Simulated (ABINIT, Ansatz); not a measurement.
## Quasiparticle gap of SF6 (Im-3m) in ABINIT

Aim: the G0W0 gap of SF6 (Im-3m) on LDA, step by step.

Method: LDA and many-body steps on it, plane waves, in ABINIT 10.8.3.

### Step 1. Set-up

Symmetry: Im-3m, No. 229, cubic system. The conventional cell has a = 5.747 Å, b = 5.747 Å, c = 5.747 Å, α = 90.00°, β = 90.00°, γ = 90.00°. Nearest to S lie 6 F at 1.58 Å. Nearest to F lie 1 S at 1.58 Å. Farther neighbours and most contacts between anions are not listed.

The cell and positions are those that the Materials Project relaxed with its own functionals (PBE, PBE+U or r2SCAN), kept fixed.

### Step 2. Ground state

This step: ABINIT 10.8.3; DFT, LDA, plane waves, norm-conserving pseudopotentials.

The ground-state density comes first.

The input, run.abi:

```
acell 3*1.0 Angstrom
rprim 
  -2.873504736200 2.873504736200 2.873504736200
  2.873504736200 -2.873504736200 2.873504736200
  2.873504736200 2.873504736200 -2.873504736200
ntypat 2
znucl 16 9
natom 7
typat 1 2 2 2 2 2 2
xred 
  0.000000000000 0.000000000000 0.000000000000
  0.725627210000 0.725627210000 0.000000000000
  0.274372790000 0.274372790000 0.000000000000
  0.000000000000 0.274372790000 0.274372790000
  0.000000000000 0.725627210000 0.725627210000
  0.725627210000 0.000000000000 0.725627210000
  0.274372790000 0.000000000000 0.274372790000
pp_dirpath "pseudos"
pseudos "S.upf, F.upf"
ecut 36
ngkpt 6 6 6
nshiftk 1
shiftk 0 0 0
kptopt 1
chksymbreak 0
nband 31
occopt 1
tolvrs 1e-10
nstep 60
prtwf 0
optforces 0
optstress 0
indata_prefix "in"
outdata_prefix "out"
tmpdata_prefix "tmp"
```

The run is started by

```console
> OMP_NUM_THREADS=1 mpirun -n 4 abinit run.abi > log
```

Numbers of over 12 decimals in the logs are rounded to 6 here.

The program printed:

```text
.Version 10.8.3 of ABINIT. v10.8.2 released Aug 2026.

 Symmetries : space group Im -3 m (#229); Bravais cI (body-center cubic)
================================================================================
 Values of the parameters that define the memory need of the present run
     intxc =       0    ionmov =       0      iscf =       7    lmnmax =       6
     lnmax =       6     mgfft =      54  mpssoang =       3    mqgrid =    3001
     natom =       7  nloc_mem =       1    nspden =       1   nspinor =       1
    nsppol =       1      nsym =      48    n1xccc =    2501    ntypat =       2
    occopt =       1   xclevel =       1
-    mband =          31        mffmem =           1         mkmem =           4
       mpw =        6631          nfft =      157464          nkpt =          16
================================================================================
  Rough estimation (10% accuracy) of disk space for files :
================================================================================

--------------------------------------------------------------------------------
------------- Echo of variables that govern the present computation ------------
--------------------------------------------------------------------------------
 -outvars: echo values of preprocessed input variables --------
            acell      1.8897261259E+00  1.8897261259E+00  1.8897261259E+00 Bohr

      chksymbreak           0
             ecut      3.60000000E+01 Hartree
-          fftalg         312

              ixc       -1012
              kpt      0.00000000E+00  0.00000000E+00  0.00000000E+00
                       1.66666667E-01  0.00000000E+00  0.00000000E+00
                       3.33333333E-01  0.00000000E+00  0.00000000E+00
                       5.00000000E-01  0.00000000E+00  0.00000000E+00
                       1.66666667E-01  1.66666667E-01  0.00000000E+00
                       3.33333333E-01  1.66666667E-01  0.00000000E+00
                       3.33333333E-01  3.33333333E-01  0.00000000E+00
                       1.66666667E-01  1.66666667E-01  1.66666667E-01
                       3.33333333E-01  1.66666667E-01  1.66666667E-01
   [... 5 further rows ...]
                       5.00000000E-01  5.00000000E-01  3.33333333E-01
                       5.00000000E-01  5.00000000E-01  5.00000000E-01
         kptrlatt        6    0    0      0    6    0      0    0    6
          kptrlen      5.64316388E+01
P           mkmem           4
            natom           7
            nband          31
            ngfft          54      54      54
             nkpt          16
            nstep          60
             nsym          48
           ntypat           2
              occ      2.000000  2.000000  2.000000  2.000000  2.000000  2.000000
                       2.000000  2.000000  2.000000  2.000000  2.000000  2.000000
                       2.000000  2.000000  2.000000  2.000000  2.000000  2.000000
                       2.000000  2.000000  2.000000  2.000000  2.000000  2.000000
                       0.000000  0.000000  0.000000  0.000000  0.000000  0.000000
                       0.000000
        optforces           0
        optstress           0
            prtwf           0
            rprim     -2.8735047362E+00  2.8735047362E+00  2.8735047362E+00
[...]
spgroup         229

           tolvrs      1.00000000E-10

             xred      0.0000000000E+00  0.0000000000E+00  0.0000000000E+00
[...]
znucl       16.00000    9.00000

================================================================================

 chkinp: Checking input parameters for consistency.

================================================================================
== DATASET  1 ==================================================================
-   mpi_nproc: 4, omp_nthreads: 1 (-1 if OMP is not activated)

--- !DatasetInfo
iteration_state: {dtset: 1, }
dimensions: {natom: 7, nkpt: 16, mband: 31, nsppol: 1, nspinor: 1, nspden: 1, mpw: 6631, }
cutoff_energies: {ecut:  36.0, pawecutdg:  -1.0, }
electrons: {nelect:   4.80000000E+01, charge:   0.00000000E+00, occopt:   1.00000000E+00, tsmear:   1.00000000E-02, }

 Real(R)+Recip(G) space primitive vectors, cartesian coordinates (Bohr,Bohr^-1):
 R(1)= -5.4301370  5.4301370  5.4301370  G(1)=  0.0000000  0.0920787  0.0920787
 R(2)=  5.4301370 -5.4301370  5.4301370  G(2)=  0.0920787  0.0000000  0.0920787
 R(3)=  5.4301370  5.4301370 -5.4301370  G(3)=  0.0920787  0.0920787  0.0000000
 Unit cell volume ucvol=  6.4046049E+02 bohr^3
 Angles (23,13,12)=  1.09471221E+02  1.09471221E+02  1.09471221E+02 degrees

 getcut: wavevector=  0.0000  0.0000  0.0000  ngfft=  54  54  54
         ecut(hartree)=     36.000   => boxcut(ratio)=   2.12572

--- Pseudopotential description ------------------------------------------------
- S Generated using ONCVPSP code by D. R. Hamann
- 16.00000   6.00000  180309                  znucl, zion, pspdat
12 -1012 2 -1 1132                            pspcod,pspxc,lmax,lloc,mmax
     nproj     2     2     2
  pspatm : epsatm=    8.64647033
         --- l  ekb(1:nproj) -->
[...]
pspatm: atomic psp has been read  and splines computed

- F Generated using ONCVPSP code by D. R. Hamann
-  9.00000   7.00000  201202                  znucl, zion, pspdat
12 -1012 2 -1 824                             pspcod,pspxc,lmax,lloc,mmax
     nproj     2     2     1
  pspatm : epsatm=    4.94580260
         --- l  ekb(1:nproj) -->
[...]
2   -2.364936
 pspatm: atomic psp has been read  and splines computed

   1.83942172E+03                                ecore*ucvol(ha*bohr**3)
--------------------------------------------------------------------------------

_setup2: Arith. and geom. avg. npw (full set) are    6606.125    6606.119

================================================================================

--- !BeginCycle
iteration_state: {dtset: 1, }
solver: {iscf: 7, nstep: 60, nline: 4, wfoptalg: 0, }
tolerances: {tolvrs: 1.00E-10, }

     iter   Etot(hartree)      deltaE(h)  residm     vres2
 ETOT  1  -158.07349691619    -1.581E+02 1.360E-01 1.400E+03
 ETOT  2  -158.27170595658    -1.982E-01 1.713E-01 6.758E+02
 ETOT  3  -158.46520122929    -1.935E-01 1.429E-02 1.935E+01
 ETOT  4  -158.46962172256    -4.420E-03 1.773E-03 1.803E-01
 ETOT  5  -158.46963580376    -1.408E-05 6.924E-04 6.424E-03
 ETOT  6  -158.46963689254    -1.089E-06 2.533E-04 4.832E-04
 ETOT  7  -158.46963693019    -3.765E-08 6.661E-04 1.191E-05
 ETOT  8  -158.46963693113    -9.414E-10 1.538E-04 1.997E-06
 ETOT  9  -158.46963693129    -1.582E-10 3.101E-04 5.580E-08
 ETOT 10  -158.46963693131    -2.069E-11 5.784E-05 2.733E-10
 ETOT 11  -158.46963693132    -6.565E-12 1.034E-04 8.357E-12

 At SCF step   11       vres2   =  8.36E-12 < tolvrs=  1.00E-10 =>converged.

--- !ResultsGS
iteration_state: {dtset: 1, }
comment   : Summary of ground state results
lattice_vectors:
- [ -5.4301370,   5.4301370,   5.4301370, ]
- [  5.4301370,  -5.4301370,   5.4301370, ]
- [  5.4301370,   5.4301370,  -5.4301370, ]
lattice_lengths: [   9.40527,    9.40527,    9.40527, ]
lattice_angles: [109.471, 109.471, 109.471, ] # degrees, (23, 13, 12)
lattice_volume:   6.4046049E+02
convergence: {deltae: -6.565E-12, res2:  8.357E-12, residm:  1.034E-04, diffor:  0.000E+00, }
etotal    :  -1.58469637E+02
entropy   :   0.00000000E+00
fermie    :  -1.34689197E-01
cartesian_stress_tensor: null
pressure_GPa: null
xred      :
- [  0.0000E+00,   0.0000E+00,   0.0000E+00,  S]
- [  7.2563E-01,   7.2563E-01,  -3.7902E-18,  F]
- [  2.7437E-01,   2.7437E-01,  -1.4331E-18,  F]
- [ -1.4331E-18,   2.7437E-01,   2.7437E-01,  F]
- [ -3.7902E-18,   7.2563E-01,   7.2563E-01,  F]
- [  7.2563E-01,  -3.7902E-18,   7.2563E-01,  F]
- [  2.7437E-01,  -1.4331E-18,   2.7437E-01,  F]
cartesian_forces: null
force_length_stats: {min: null, max: null, mean: null, }

 Integrated electronic density in atomic spheres:
 ------------------------------------------------
 Atom  Sphere_radius  Integrated_density
[...]
================================================================================

 ----iterations are completed or convergence reached----

 Mean square residual over all n,k,spin=   47.828E-08; max=  10.343E-05
 reduced coordinates (array xred) for    7 atoms
[...]
0.274372790000      0.274372790000     -0.000000000000
      -0.000000000000      0.274372790000      0.274372790000
      -0.000000000000      0.725627210000      0.725627210000
       0.725627210000     -0.000000000000      0.725627210000
       0.274372790000     -0.000000000000      0.274372790000
 rms dE/dt=  0.0000E+00; max dE/dt=  0.0000E+00; dE/dt below (all hartree)
    1       0.000000000000      0.000000000000      0.000000000000
    2       0.000000000000      0.000000000000      0.000000000000
    3       0.000000000000      0.000000000000      0.000000000000
    4       0.000000000000      0.000000000000      0.000000000000
    5       0.000000000000      0.000000000000      0.000000000000
    6       0.000000000000      0.000000000000      0.000000000000
    7       0.000000000000      0.000000000000      0.000000000000

 cartesian coordinates (angstrom) at end:
    1      0.000000     0.000000     0.000000
    2     -0.000000     0.000000     4.170186
    3      0.000000    -0.000000     1.576823
    4      1.576823    -0.000000     0.000000
    5      4.170186     0.000000    -0.000000
    6      0.000000     4.170186    -0.000000
    7     -0.000000     1.576823     0.000000
 length scales=  1.889726125908  1.889726125908  1.889726125908 bohr
              =  1.000000000000  1.000000000000  1.000000000000 angstroms
 prteigrs : about to open file out_EIG
 Fermi (or HOMO) energy (hartree) =  -0.13469   Average Vxc (hartree)=  -0.33411
 Eigenvalues (hartree) for nkpt=  16  k points:
 kpt#   1, nband= 31, wtk=  0.00463, kpt=  0.0000  0.0000  0.0000 (reduced coord)
  -1.06376   -0.93869   -0.93869   -0.93869   -0.89063   -0.89063   -0.52380   -0.36509
  -0.36509   -0.36509   -0.27026   -0.27026   -0.27026   -0.26739   -0.26739   -0.18978
  -0.18978   -0.18978   -0.17679   -0.17679   -0.17679   -0.13469   -0.13469   -0.13469
   0.09065    0.24384    0.30966    0.30966    0.30966    0.45847    0.45956
 prteigrs : prtvol=0 or 1, do not print more k-points.

--- !EnergyTerms
iteration_state     : {dtset: 1, }
comment             : Components of total free energy in Hartree
kinetic             :  1.01105994147605E+02
hartree             :  6.45768967505058E+01
xc                  : -3.56153557983249E+01
Ewald energy        : -8.08071779757878E+01
psp_core            :  2.87202996091899E+00
local_psp           : -1.95731422879744E+02
non_local_psp       : -1.48706011364883E+01
total_energy        : -1.58469636931316E+02
total_energy_eV     : -4.31217849879841E+03
band_energy         : -2.02634105744911E+01

== END DATASET(S) ==============================================================
================================================================================

 -outvars: echo values of variables after computation  --------
           etotal     -1.5846963693E+02
            nband          31
             nkpt          16
          spgroup         229
 [... the other variables as echoed above ...]

 Calculation completed.
```

Run time: 85 s. Hardware: 4 MPI ranks of Intel Xeon Platinum 8259CL at 2.50GHz (Skylake/Cascade Lake), shared host; peak memory 0.46 GiB; 5.7 min of CPU time.

Numbers from this step:

- total energy: -4312.1785 eV
- gap: 6.132 eV
- k of the valence top: 0, 0, 0
- k of the conduction bottom: 0, 0, 0
- least direct gap: 6.132 eV

The gap is direct, at Γ.

### Step 3. Bands along the symmetry lines

The cheap functional maps the bands first; the places of the edges decide which points the dearer methods must see.

Changes to run.abi since step 2:

```diff
@@ -20,14 +20,40 @@
 ecut 36
-ngkpt 6 6 6
-nshiftk 1
-shiftk 0 0 0
-kptopt 1
-chksymbreak 0
+iscf -2
+irdden 1
+kptopt 0
+nkpt 26
+kpt 
+  0.00000000 0.00000000 0.00000000
+  0.12500000 -0.12500000 0.12500000
+  0.25000000 -0.25000000 0.25000000
+  0.37500000 -0.37500000 0.37500000
+  0.50000000 -0.50000000 0.50000000
+  0.37500000 -0.37500000 0.50000000
+  0.25000000 -0.25000000 0.50000000
+  0.12500000 -0.12500000 0.50000000
+  0.00000000 0.00000000 0.50000000
+  0.00000000 0.00000000 0.37500000
+  0.00000000 0.00000000 0.25000000
+  0.00000000 0.00000000 0.12500000
+  0.00000000 0.00000000 0.00000000
+  0.06250000 0.06250000 0.06250000
+  0.12500000 0.12500000 0.12500000
+  0.18750000 0.18750000 0.18750000
+  0.25000000 0.25000000 0.25000000
+  0.31250000 0.06250000 0.31250000
+  0.37500000 -0.12500000 0.37500000
+  0.43750000 -0.31250000 0.43750000
+  0.50000000 -0.50000000 0.50000000
+  0.25000000 0.25000000 0.25000000
+  0.18750000 0.18750000 0.31250000
+  0.12500000 0.12500000 0.37500000
+  0.06250000 0.06250000 0.43750000
+  -0.00000000 0.00000000 0.50000000
+istwfk *1
 nband 31
-occopt 1
-tolvrs 1e-10
-nstep 60
+nbdbuf 2
+tolwfr 1e-08
+nstep 40
 prtwf 0
-optforces 0
-optstress 0
+prtvol 0
 indata_prefix "in"
```

The program printed:

```text
.Version 10.8.3 of ABINIT. v10.8.2 released Aug 2026.

 Symmetries : space group Im -3 m (#229); Bravais cI (body-center cubic)
[... echo of the input left out ...]
== DATASET  1 ==================================================================
-   mpi_nproc: 4, omp_nthreads: 1 (-1 if OMP is not activated)

--- !DatasetInfo
iteration_state: {dtset: 1, }
dimensions: {natom: 7, nkpt: 26, mband: 31, nsppol: 1, nspinor: 1, nspden: 1, mpw: 6632, }
cutoff_energies: {ecut:  36.0, pawecutdg:  -1.0, }
electrons: {nelect:   4.80000000E+01, charge:   0.00000000E+00, occopt:   1.00000000E+00, tsmear:   1.00000000E-02, }

 Real(R)+Recip(G) space primitive vectors, cartesian coordinates (Bohr,Bohr^-1):
 R(1)= -5.4301370  5.4301370  5.4301370  G(1)=  0.0000000  0.0920787  0.0920787
 R(2)=  5.4301370 -5.4301370  5.4301370  G(2)=  0.0920787  0.0000000  0.0920787
 R(3)=  5.4301370  5.4301370 -5.4301370  G(3)=  0.0920787  0.0920787  0.0000000
 Unit cell volume ucvol=  6.4046049E+02 bohr^3
 Angles (23,13,12)=  1.09471221E+02  1.09471221E+02  1.09471221E+02 degrees

 getcut: wavevector=  0.0000  0.0000  0.0000  ngfft=  54  54  54
         ecut(hartree)=     36.000   => boxcut(ratio)=   2.12572

--- Pseudopotential description ------------------------------------------------
- S Generated using ONCVPSP code by D. R. Hamann
- 16.00000   6.00000  180309                  znucl, zion, pspdat
12 -1012 2 -1 1132                            pspcod,pspxc,lmax,lloc,mmax
     nproj     2     2     2
  pspatm : epsatm=    8.64647033
         --- l  ekb(1:nproj) -->
             0    6.829465    0.577472
             1    3.264508    0.889325
             2   -2.858321   -0.603195
 pspatm: atomic psp has been read  and splines computed

- F Generated using ONCVPSP code by D. R. Hamann
-  9.00000   7.00000  201202                  znucl, zion, pspdat
12 -1012 2 -1 824                             pspcod,pspxc,lmax,lloc,mmax
     nproj     2     2     1
  pspatm : epsatm=    4.94580260
         --- l  ekb(1:nproj) -->
[...]
2   -2.364936
 pspatm: atomic psp has been read  and splines computed

--------------------------------------------------------------------------------

================================================================================
 prteigrs : about to open file out_EIG
 Non-SCF case, kpt    1 (  0.00000  0.00000  0.00000), residuals and eigenvalues=
  8.78E-09  2.00E-09  3.62E-09  8.75E-09  1.47E-09  4.98E-09  4.02E-09  3.21E-09
  5.22E-09  8.50E-09  2.40E-09  5.16E-09  5.91E-09  2.29E-09  4.60E-09  2.74E-09
  2.96E-09  4.58E-09  2.44E-09  3.09E-09  6.21E-09  3.96E-09  4.51E-09  7.37E-09
  1.95E-09  8.40E-09  2.00E-09  7.92E-09  2.56E-09  7.22E-06  3.01E-06
 -1.0638E+00 -9.3869E-01 -9.3869E-01 -9.3869E-01 -8.9063E-01 -8.9063E-01
 -5.2380E-01 -3.6509E-01 -3.6509E-01 -3.6509E-01 -2.7026E-01 -2.7026E-01
[...]
4.0784E-01

--- !ResultsGS
iteration_state: {dtset: 1, }
comment   : Summary of ground state results
lattice_vectors:
- [ -5.4301370,   5.4301370,   5.4301370, ]
- [  5.4301370,  -5.4301370,   5.4301370, ]
- [  5.4301370,   5.4301370,  -5.4301370, ]
lattice_lengths: [   9.40527,    9.40527,    9.40527, ]
lattice_angles: [109.471, 109.471, 109.471, ] # degrees, (23, 13, 12)
lattice_volume:   6.4046049E+02
convergence: {deltae:  0.000E+00, res2:  0.000E+00, residm:  9.971E-09, diffor:  0.000E+00, }
etotal    :  -1.58469637E+02
entropy   :   0.00000000E+00
fermie    :  -1.34689197E-01
cartesian_stress_tensor: null
pressure_GPa: null
xred      :
- [  0.0000E+00,   0.0000E+00,   0.0000E+00,  S]
- [  7.2563E-01,   7.2563E-01,  -3.7902E-18,  F]
- [  2.7437E-01,   2.7437E-01,  -1.4331E-18,  F]
- [ -1.4331E-18,   2.7437E-01,   2.7437E-01,  F]
- [ -3.7902E-18,   7.2563E-01,   7.2563E-01,  F]
- [  7.2563E-01,  -3.7902E-18,   7.2563E-01,  F]
- [  2.7437E-01,  -1.4331E-18,   2.7437E-01,  F]
cartesian_forces: null
force_length_stats: {min: null, max: null, mean: null, }

 Integrated electronic density in atomic spheres:
 ------------------------------------------------
 Atom  Sphere_radius  Integrated_density
[...]
================================================================================

 ----iterations are completed or convergence reached----

 Mean square residual over all n,k,spin=   51.217E-10; max=  99.714E-10
 reduced coordinates (array xred) for    7 atoms
[...]
0.725627210000     -0.000000000000      0.725627210000
       0.274372790000     -0.000000000000      0.274372790000

 cartesian coordinates (angstrom) at end:
    1      0.000000     0.000000     0.000000
    2     -0.000000     0.000000     4.170186
    3      0.000000    -0.000000     1.576823
    4      1.576823    -0.000000     0.000000
    5      4.170186     0.000000    -0.000000
    6      0.000000     4.170186    -0.000000
    7     -0.000000     1.576823     0.000000
 length scales=  1.889726125908  1.889726125908  1.889726125908 bohr
              =  1.000000000000  1.000000000000  1.000000000000 angstroms
 prteigrs : about to open file out_EIG
 Eigenvalues (hartree) for nkpt=  26  k points:
 kpt#   1, nband= 31, wtk=  1.00000, kpt=  0.0000  0.0000  0.0000 (reduced coord)
[...]
kpt#   2, nband= 31, wtk=  1.00000, kpt=  0.1250 -0.1250  0.1250 (reduced coord)
[...]
kpt#   3, nband= 31, wtk=  1.00000, kpt=  0.2500 -0.2500  0.2500 (reduced coord)
[...]
kpt#  25, nband= 31, wtk=  1.00000, kpt=  0.0625  0.0625  0.4375 (reduced coord)
[...]
0.12878    0.26920    0.27925    0.30149    0.32310    0.33675    0.40118
 kpt#  26, nband= 31, wtk=  1.00000, kpt=  0.0000  0.0000  0.5000 (reduced coord)
[...]
-0.38423   -0.36461   -0.27694   -0.27301   -0.26186   -0.25807   -0.23825   -0.20101
  -0.18324   -0.18184   -0.18017   -0.17626   -0.17556   -0.14206   -0.13915   -0.13841
   0.12715    0.26868    0.27958    0.31184    0.31401    0.33525    0.40784

== END DATASET(S) ==============================================================
================================================================================

 -outvars: echo values of variables after computation  --------
            nband          31
             nkpt          26
          spgroup         229
 [... the other variables as echoed above ...]

 Calculation completed.
```

Elapsed: 67 s, on 4 MPI ranks; peak memory 0.41 GiB; 4.5 min of CPU time.

This step gave:

- gap: 6.132 eV
- k of the valence top: 0, 0, 0
- k of the conduction bottom: 0, 0, 0
- least direct gap: 6.132 eV

The gap is 6.132 eV, as in the run before at this level.

The electronic bands at the labelled points (eV, zero at the top of the highest filled band):

```tsv
point	band 21	band 22	band 23	band 24	band 25	band 26	band 27	band 28
Γ	-1.15	0.00	0.00	0.00	6.13	10.30	12.09	12.09
halfway	-1.18	-0.11	-0.11	-0.03	6.78	10.91	11.66	12.09
H	-1.08	-0.06	-0.06	-0.06	6.67	11.95	11.95	11.95
halfway	-1.10	-0.12	-0.09	-0.08	6.88	11.45	11.61	12.05
N	-1.11	-0.20	-0.12	-0.10	7.12	10.98	11.27	12.15
halfway	-1.19	-0.09	-0.05	-0.05	6.61	10.68	11.67	11.88
Γ	-1.15	0.00	0.00	0.00	6.13	10.30	12.09	12.09
halfway	-1.23	-0.10	-0.10	-0.09	6.82	10.83	11.66	11.66
P	-1.14	-0.19	-0.19	-0.19	7.47	11.14	11.14	11.14
halfway	-1.08	-0.12	-0.12	-0.12	7.01	11.51	11.51	11.62
H	-1.08	-0.06	-0.06	-0.06	6.67	11.95	11.95	11.95
jump to P	-1.14	-0.19	-0.19	-0.19	7.47	11.14	11.14	11.14
halfway	-1.11	-0.19	-0.15	-0.15	7.28	11.03	11.24	11.54
N	-1.11	-0.20	-0.12	-0.10	7.12	10.98	11.27	12.15
```

[end of part 1 of 2]

[Paths, hosts, dates, memory and timing lines, banners, echoed tables and standing remarks are left out of the program output.]

[Logs are printed without paths, hosts, clocks, repeated set-up lines and the standing remarks that a program may print on its own settings, such as how far it seeks lower states.]

[Runs of the session that timed out or met a known fault of the program may be left out.]

[Hosts, paths, dates, database ids (printed as entryN), source tags and the programs' standing remarks are cut or masked in the printed files.]

[G0W0 gaps are taken among the corrected bands and points alone; a level outside them can change the order at an edge.]

[Where Ansatz stands beside ABINIT at settings called matched, ABINIT's density can come from a denser mesh and the files from another edition; pairs whose starting gaps differed by over 0.03 eV were left out, so agreement reads better than it is.]
